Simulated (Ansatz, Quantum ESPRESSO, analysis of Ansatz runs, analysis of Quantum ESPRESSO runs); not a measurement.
# Si donor on a Ga site in GaAs: local vibrational mode, QE: PBE (Quantum ESPRESSO), part 2 of 2

How near does this set-up come to the measured local vibrational mode? Subject: Si donor on a Ga site in GaAs. Set-up: QE: PBE, GBRV 1.5 PBE, 32-site cell, PBE lattice, k: 2x2x2 shifted, start relaxed with Ansatz. The model is a cell of 32 host atoms with 1 Ga taken out and 1 Si put in. The frequencies come from force constants among the defect atom and its neighbours, with the masses of the isotopes named. Other potentials or another program check that the number doesn't hang on one set of files.

Quantum ESPRESSO 7.5; QE: PBE, GBRV 1.5 PBE, 32-site cell, PBE lattice, k: 2x2x2 shifted, start relaxed with Ansatz.

So far: Set-up; Relaxation, charge +1.

## Step 3: Atom Si7 moved by 0.015 A along x

Force constants come from the forces after small displacements; symmetry gives the rest. One such run is shown.

This step: Quantum ESPRESSO plane-wave DFT, PBE, GBRV 1.5 PBE potentials; single point of a defect supercell.

File pw.in:

```
&CONTROL
  calculation = 'scf'
  prefix = 'pwscf'
  outdir = './tmp'
  pseudo_dir = './pseudo'
  tprnfor = .true.
  disk_io = 'low'
/
&SYSTEM
  ibrav = 0
  nat = 32
  ntyp = 3
  ecutwfc = 45
  ecutrho = 360
  nbnd = 188
  occupations = 'smearing'
  smearing = 'fd'
  degauss = 0.00073499
  tot_charge = 1
/
&ELECTRONS
  conv_thr = 1d-10
  electron_maxstep = 100
  mixing_beta = 0.5
/
ATOMIC_SPECIES
Ga    69.7230 ga_pbe_v1.4.uspp.F.UPF
Si    28.0850 si_pbe_v1.uspp.F.UPF
As    74.9216 as_pbe_v1.uspp.F.UPF
CELL_PARAMETERS angstrom
  -5.7369015769    5.7369015769   -5.7369015769
   5.7369015769    5.7369015769    5.7369015769
   5.7369015769   -5.7369015769   -5.7369015769
ATOMIC_POSITIONS crystal
Ga    -0.0025777667    0.0007835021   -0.0025777667
Ga    -0.0025777667    0.2474222333    0.7507835021
[... 4 atom lines left out ...]
Si     0.2500000000    0.5013073259    0.2513073259
Ga     0.2500000000    0.7525777667    0.0033612687
Ga     0.4966387313   -0.0007835021    0.4966387313
[... 2 atom lines left out ...]
Ga     0.4966387313    0.7466387313    0.7492164979
[... 1 atom line left out ...]
Ga     0.7507835021    0.2474222333   -0.0025777667
[... 1 atom line left out ...]
Ga     0.7492164979    0.7466387313    0.4966387313
[... 2 atom lines left out ...]
As     0.0062597940    0.5000000000    0.2500000000
[... 2 atom lines left out ...]
As     0.2500000000    0.2562597940    0.2500000000
As     0.2500000000    0.5000000000    0.0062597940
[... 4 atom lines left out ...]
As     0.4937402060    0.7437402060    0.4937402060
[... 3 atom lines left out ...]
As     0.7519021843    0.7498902652    0.2500000000
K_POINTS automatic
2 2 2 1 1 1
```

On the command line:

```bash
OMP_NUM_THREADS=1 mpirun -n 2 pw.x -nk 2 -in pw.in > pw.out
```

The program printed:

```text
[banner, memory and clock lines left out]
          URL

     Message from routine setup:
     using ibrav=0 with symmetry is DISCOURAGED, use correct ibrav instead

     G-vector sticks info

     bravais-lattice index     =            0
     lattice parameter (alat)  =      18.7775  a.u.
     unit-cell volume          =    5096.6967 (a.u.)^3
     number of atoms/cell      =           32
     number of atomic types    =            3
     number of electrons       =       368.00
     number of Kohn-Sham states=          188
     kinetic-energy cutoff     =      45.0000  Ry
     charge density cutoff     =     360.0000  Ry
     scf convergence threshold =      1.0E-10
     mixing beta               =       0.5000
     number of iterations used =            8  plain     mixing
     Exchange-correlation= SLA  PW   PBE  PBE
                           (   1   4   3   4   0   0   0)

     celldm(1)=  18.777462  celldm(2)=   0.000000  celldm(3)=   0.000000
     celldm(4)=   0.000000  celldm(5)=   0.000000  celldm(6)=   0.000000

     crystal axes: (cart. coord. in units of alat)
               a(1) = (  -0.577350   0.577350  -0.577350 )
               a(2) = (   0.577350   0.577350   0.577350 )
               a(3) = (   0.577350  -0.577350  -0.577350 )

     reciprocal axes: (cart. coord. in units 2 pi/alat)
               b(1) = (  0.000000  0.866025 -0.866025 )
               b(2) = (  0.866025  0.866025 -0.000000 )
               b(3) = (  0.866025  0.000000 -0.866025 )

     PseudoPot. # 1 for Ga read from file:
     ga_pbe_v1.4.uspp.F.UPF
     Pseudo is Ultrasoft + core correction, Zval = 19.0
     Generated by new atomic code, or converted to UPF format
     Using radial grid of  871 points,  6 beta functions with:
                l(1) =   0
                l(2) =   0
                l(3) =   1
                l(4) =   1
                l(5) =   2
                l(6) =   2
     Q(r) pseudized with  8 coefficients,  rinner =    1.250   1.250   1.250
                                                       1.250   1.250

     PseudoPot. # 2 for Si read from file:
     si_pbe_v1.uspp.F.UPF
     Pseudo is Ultrasoft + core correction, Zval =  4.0
     Generated by new atomic code, or converted to UPF format
     Using radial grid of  899 points,  6 beta functions with:
                l(1) =   0
                l(2) =   0
                l(3) =   1
                l(4) =   1
[...]
Q(r) pseudized with  8 coefficients,  rinner =    0.900   0.900   0.900
                                                       0.900   0.900

     PseudoPot. # 3 for As read from file:
     as_pbe_v1.uspp.F.UPF
     Pseudo is Ultrasoft + core correction, Zval =  5.0
     Generated by new atomic code, or converted to UPF format
     Using radial grid of  875 points,  6 beta functions with:
[...]
l(2) =   0
                l(3) =   1
                l(4) =   1
                l(5) =   2
                l(6) =   2
     Q(r) pseudized with  8 coefficients,  rinner =    1.300   1.300   1.300
                                                       1.300   1.300

     atomic species   valence    mass     pseudopotential
     Ga               19.00    69.72300     Ga( 1.00)
     Si                4.00    28.08500     Si( 1.00)
     As                5.00    74.92160     As( 1.00)

      4 Sym. Ops. (no inversion) found ( 3 have fractional translation)

   Cartesian axes

     site n.     atom                  positions (alat units)
         1        Ga     tau(   1) = (   0.0004524   0.0004524   0.0034289  )
         2        Ga     tau(   2) = (   0.5778026  -0.2921040  -0.2891275  )
         3        Ga     tau(   3) = (   0.5768979   0.0004524  -0.0034289  )
         4        Ga     tau(   4) = (   0.5768979   0.2921040   0.2882228  )
         5        Ga     tau(   5) = (   0.2886751  -0.2886751  -0.5773503  )
         6        Ga     tau(   6) = (   0.2921040   0.0004524  -0.2882228  )
         7        Si     tau(   7) = (   0.2901847   0.2886751   0.0000000  )
         8        Ga     tau(   8) = (   0.2921040   0.5768979   0.2882228  )
         9        Ga     tau(   9) = (  -0.0004524  -0.0004524  -0.5739214  )
        10        Ga     tau(  10) = (   0.0004524   0.2921040  -0.2882228  )
        11        Ga     tau(  11) = (   0.0004524   0.5768979  -0.0034289  )
        12        Ga     tau(  12) = (   0.5768979   0.2852462  -0.2882228  )
        13        Ga     tau(  13) = (  -0.2886751   0.2886751  -0.5773503  )
        14        Ga     tau(  14) = (  -0.2921040   0.5778026  -0.2891275  )
        15        Ga     tau(  15) = (   0.2886751   0.2886751  -0.5773503  )
        16        Ga     tau(  16) = (   0.2852462   0.5768979  -0.2882228  )
        17        As     tau(  17) = (   0.4319778  -0.4341743  -0.4318511  )
        18        As     tau(  18) = (   0.4341743  -0.1453724  -0.1454991  )
        19        As     tau(  19) = (   0.4293986   0.1479517   0.1407235  )
        20        As     tau(  20) = (   0.4341743   0.4341743   0.4340476  )
        21        As     tau(  21) = (   0.1453724  -0.1431760  -0.4318511  )
        22        As     tau(  22) = (   0.1479517   0.1479517  -0.1407235  )
[...]
iteration #  5     ecut=    45.00 Ry     beta= 0.50
     Davidson diagonalization with overlap
     ethr =  9.05E-06,  avg # of iterations =  9.0

     total energy              =   -6885.37047126 Ry
     estimated scf accuracy    <       0.03324055 Ry

     iteration #  6     ecut=    45.00 Ry     beta= 0.50
     Davidson diagonalization with overlap
     ethr =  9.03E-06,  avg # of iterations =  2.0

     total energy              =   -6885.37689884 Ry
     estimated scf accuracy    <       0.00067759 Ry

     iteration #  7     ecut=    45.00 Ry     beta= 0.50
     Davidson diagonalization with overlap
     ethr =  1.84E-07,  avg # of iterations =  6.0

     total energy              =   -6885.37720825 Ry
     estimated scf accuracy    <       0.00028301 Ry

     iteration #  8     ecut=    45.00 Ry     beta= 0.50
     Davidson diagonalization with overlap
     ethr =  7.69E-08,  avg # of iterations =  2.7

     total energy              =   -6885.37728256 Ry
     estimated scf accuracy    <       0.00003949 Ry

     iteration #  9     ecut=    45.00 Ry     beta= 0.50
     Davidson diagonalization with overlap
     ethr =  1.07E-08,  avg # of iterations =  5.0

     total energy              =   -6885.37728258 Ry
     estimated scf accuracy    <       0.00003848 Ry

     iteration # 10     ecut=    45.00 Ry     beta= 0.50
     Davidson diagonalization with overlap
     ethr =  1.05E-08,  avg # of iterations =  2.0

     total energy              =   -6885.37728823 Ry
     estimated scf accuracy    <       0.00000311 Ry

     iteration # 11     ecut=    45.00 Ry     beta= 0.50
     Davidson diagonalization with overlap
     ethr =  8.45E-10,  avg # of iterations =  5.0

     total energy              =   -6885.37728980 Ry
     estimated scf accuracy    <       0.00000014 Ry

     iteration # 12     ecut=    45.00 Ry     beta= 0.50
     Davidson diagonalization with overlap
     ethr =  3.94E-11,  avg # of iterations =  6.7

     total energy              =   -6885.37728993 Ry
     estimated scf accuracy    <       0.00000018 Ry

     iteration # 13     ecut=    45.00 Ry     beta= 0.50
     Davidson diagonalization with overlap
     ethr =  3.94E-11,  avg # of iterations =  2.0

     total energy              =   -6885.37728995 Ry
     estimated scf accuracy    <       0.00000001 Ry

     iteration # 14     ecut=    45.00 Ry     beta= 0.50
     Davidson diagonalization with overlap
     ethr =  2.75E-12,  avg # of iterations =  4.0

     total energy              =   -6885.37728996 Ry
     estimated scf accuracy    <          2.9E-10 Ry

     iteration # 15     ecut=    45.00 Ry     beta= 0.50
     Davidson diagonalization with overlap
     ethr =  1.00E-13,  avg # of iterations =  5.0

     total energy              =   -6885.37728996 Ry
     estimated scf accuracy    <          1.1E-10 Ry

     iteration # 16     ecut=    45.00 Ry     beta= 0.50
     Davidson diagonalization with overlap
     ethr =  1.00E-13,  avg # of iterations =  2.0

     End of self-consistent calculation

          k = 0.4330 0.4330-0.4330 ( 25972 PWs)   bands (ev):

   -87.6035 -87.6035 -87.6008 -87.6008 -87.6008 -87.6007 -87.5979 -87.5979
   -87.5979 -87.5978 -87.5951 -87.5951 -87.5947 -87.5947 -87.5925 -87.5924
   -87.5923 -87.5923 -87.5902 -87.5902 -87.5898 -87.5898 -87.5897 -87.5897
   -87.5878 -87.5878 -87.5878 -87.5877 -87.5874 -87.5874 -87.5853 -87.5853
   -87.5852 -87.5852 -87.5829 -87.5828 -87.5763 -87.5763 -87.5763 -87.5729
   -87.5729 -87.5728 -87.5728 -87.5728 -87.5728  -8.0752  -8.0751  -8.0745
    -8.0745  -8.0744  -8.0731  -8.0730  -8.0728  -8.0720  -8.0557  -8.0540
    -8.0525  -8.0287  -8.0220  -8.0213  -8.0206  -7.9853  -7.9851  -7.9847
    -7.9837  -7.9836  -7.9824  -7.9820  -7.9818  -7.9720  -7.9718  -7.9715
    -7.9711  -7.9707  -7.9703  -7.9700  -7.9693  -7.9687  -7.9685  -7.9668
[...]
7.7407   7.8866   7.8909   7.8953

          k = 0.0000 0.4330 0.0000 ( 26027 PWs)   bands (ev):

[...]
8.0632   8.3216   8.5284   8.5942

          k = 0.4330 0.0000 0.0000 ( 26027 PWs)   bands (ev):

[...]
0.6228   0.6234   0.8490   1.8732   1.9680   1.9786   2.0883   2.9219
     2.9273   2.9282   3.0937   3.4749   3.6781   3.6833   3.6991   4.1226
     4.1293   4.1398   4.3945   4.4207   4.4218   4.4246   4.4308   4.4469
     4.4480   4.4754   4.4850   4.4855   4.5250   4.5544   5.2969   5.3173
     5.3270   5.4302   5.4981   5.5042   5.5431   5.5757   6.0014   6.0023
     8.0631   8.3219   8.5285   8.5923

     the Fermi energy is     7.1880 ev

!    total energy              =   -6885.37728996 Ry
     estimated scf accuracy    <          1.4E-11 Ry
     smearing contrib. (-TS)   =       0.00000000 Ry
     internal energy E=F+TS    =   -6885.37728996 Ry

     The total energy is F=E-TS. E is the sum of the following terms:
     one-electron contribution =   -6277.90995970 Ry
     hartree contribution      =    3254.79745661 Ry
     xc contribution           =   -1236.65196605 Ry
     ewald contribution        =   -2625.61282081 Ry

     convergence has been achieved in  16 iterations

     Forces acting on atoms (cartesian axes, Ry/au):

     atom    1 type  1   force =     0.00024927    0.00012444   -0.00010810
     atom    2 type  1   force =     0.00024927    0.00010810   -0.00012444
     atom    3 type  1   force =     0.00014701   -0.00001914   -0.00004739
     atom    4 type  1   force =     0.00014701    0.00004739    0.00001914
     atom    5 type  1   force =    -0.00026216   -0.00000000    0.00000000
     atom    6 type  1   force =    -0.00038895    0.00019920    0.00019920
     atom    7 type  2   force =    -0.00642744    0.00000000    0.00000000
     atom    8 type  1   force =    -0.00038895   -0.00019920   -0.00019920
     atom    9 type  1   force =     0.00014701    0.00001914    0.00004739
     atom   10 type  1   force =     0.00024927   -0.00010810    0.00012444
[...]
atom   28 type  3   force =     0.00176760    0.00110006   -0.00110006
     atom   29 type  3   force =    -0.00002733   -0.00023544    0.00001402
     atom   30 type  3   force =    -0.00002733   -0.00001402    0.00023544
     atom   31 type  3   force =    -0.00002733    0.00001402   -0.00023544
     atom   32 type  3   force =    -0.00002733    0.00023544   -0.00001402

     Total force =     0.007781     Total SCF correction =     0.000012
```

Elapsed: 21 min, on 2 MPI ranks of Arm Neoverse V1, shared host; peak memory 3.2 GiB; 42 min of CPU time.

## Step 4: Local vibrational modes

Analysis of the runs above: force constants by central differences of Quantum ESPRESSO plane-wave DFT, PBE, GBRV 1.5 PBE potentials forces among the atoms nearest to a defect, the others at rest.

The modes with the largest weight on the probed atoms (the light atom of a pair), for the masses of each isotope. Modes of the displaced atoms (local only where they lie over the host's phonons):

```
isotopes  mode (cm⁻¹)  share of the defect atoms
       n        355.4                      0.825
       n        355.4                      0.825
       n        355.4                      0.825
```

## Step 5: What came out

| Quantity | Value |
| --- | --- |
| distance from the defect atom to its nearest neighbour | 2.422 Å |
| threefold local mode of 28Si | 355 cm⁻¹ |

What this shows: Threefold local mode of 28Si: computed 355 cm⁻¹, measured 384 cm⁻¹; 29 cm⁻¹ (7 %) below the measurement. Only the named neighbours move, so modes near the host's band are approximate.

[Logs are printed without paths, hosts, clocks, repeated set-up lines and the standing remarks that a program may print on its own settings, such as how far it seeks lower states.]

[Hosts, paths, dates, database ids (printed as entryN), source tags and the programs' standing remarks are cut or masked in the printed files.]

[For some hosts the program warned that the k-mesh of the response run may be too coarse for force constants and the static dielectric constant; such warnings are not shown here.]
